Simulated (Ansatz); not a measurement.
# Direct or indirect: BAs (F-43m)

```yaml
crystal:
  lattice:
    - [0.00000, 2.38850, 2.38850]
    - [2.38850, 0.00000, 2.38850]
    - [2.38850, 2.38850, 0.00000]
  atoms:
    - { symbol: As, position: [0.75000, 0.75000, 0.75000] }
    - { symbol: B, position: [0.00000, 0.00000, 0.00000] }
```

Method: Ansatz, PBE, independent particles, without spin-orbit coupling, line width 0.15 eV (Gaussian). The band structure gives a fundamental gap of 1.19 eV. The spectrum of vertical transitions near the edge:

| E (eV) | Im ε, E ∥ xyz |
| --- | --- |
| 0.72 | 0.00 |
| 0.90 | 0.00 |
| 1.08 | 0.00 |
| 1.26 | 0.00 |
| 1.44 | 0.00 |
| 1.62 | 0.00 |
| 1.80 | 0.00 |
| 1.98 | 0.00 |
| 2.16 | 0.00 |
| 2.34 | 0.00 |
| 2.52 | 0.00 |
| 2.70 | 0.00 |
| 2.88 | 0.00 |
| 3.06 | 0.04 |
| 3.24 | 0.82 |
| 3.42 | 2.98 |
| 3.60 | 4.77 |
| 3.78 | 6.45 |
| 3.96 | 8.26 |
| 4.14 | 10.14 |
| 4.32 | 12.26 |
| 4.50 | 14.86 |

Problem. Is the gap direct or indirect, and about where do vertical transitions set in?

Solution. Indirect, by the band path, whose least direct gap is 3.28 eV. The curves fit this: they stay near zero above 1.19 eV and rise only from about 3.3 eV, though a forbidden direct transition would look alike. Lines are broadened by 0.15 eV, which spreads the edge, and phonons, which would give weak absorption from the fundamental gap up, are left out.

[Logs are printed without paths, hosts, clocks, repeated set-up lines and the standing remarks that a program may print on its own settings, such as how far it seeks lower states.]
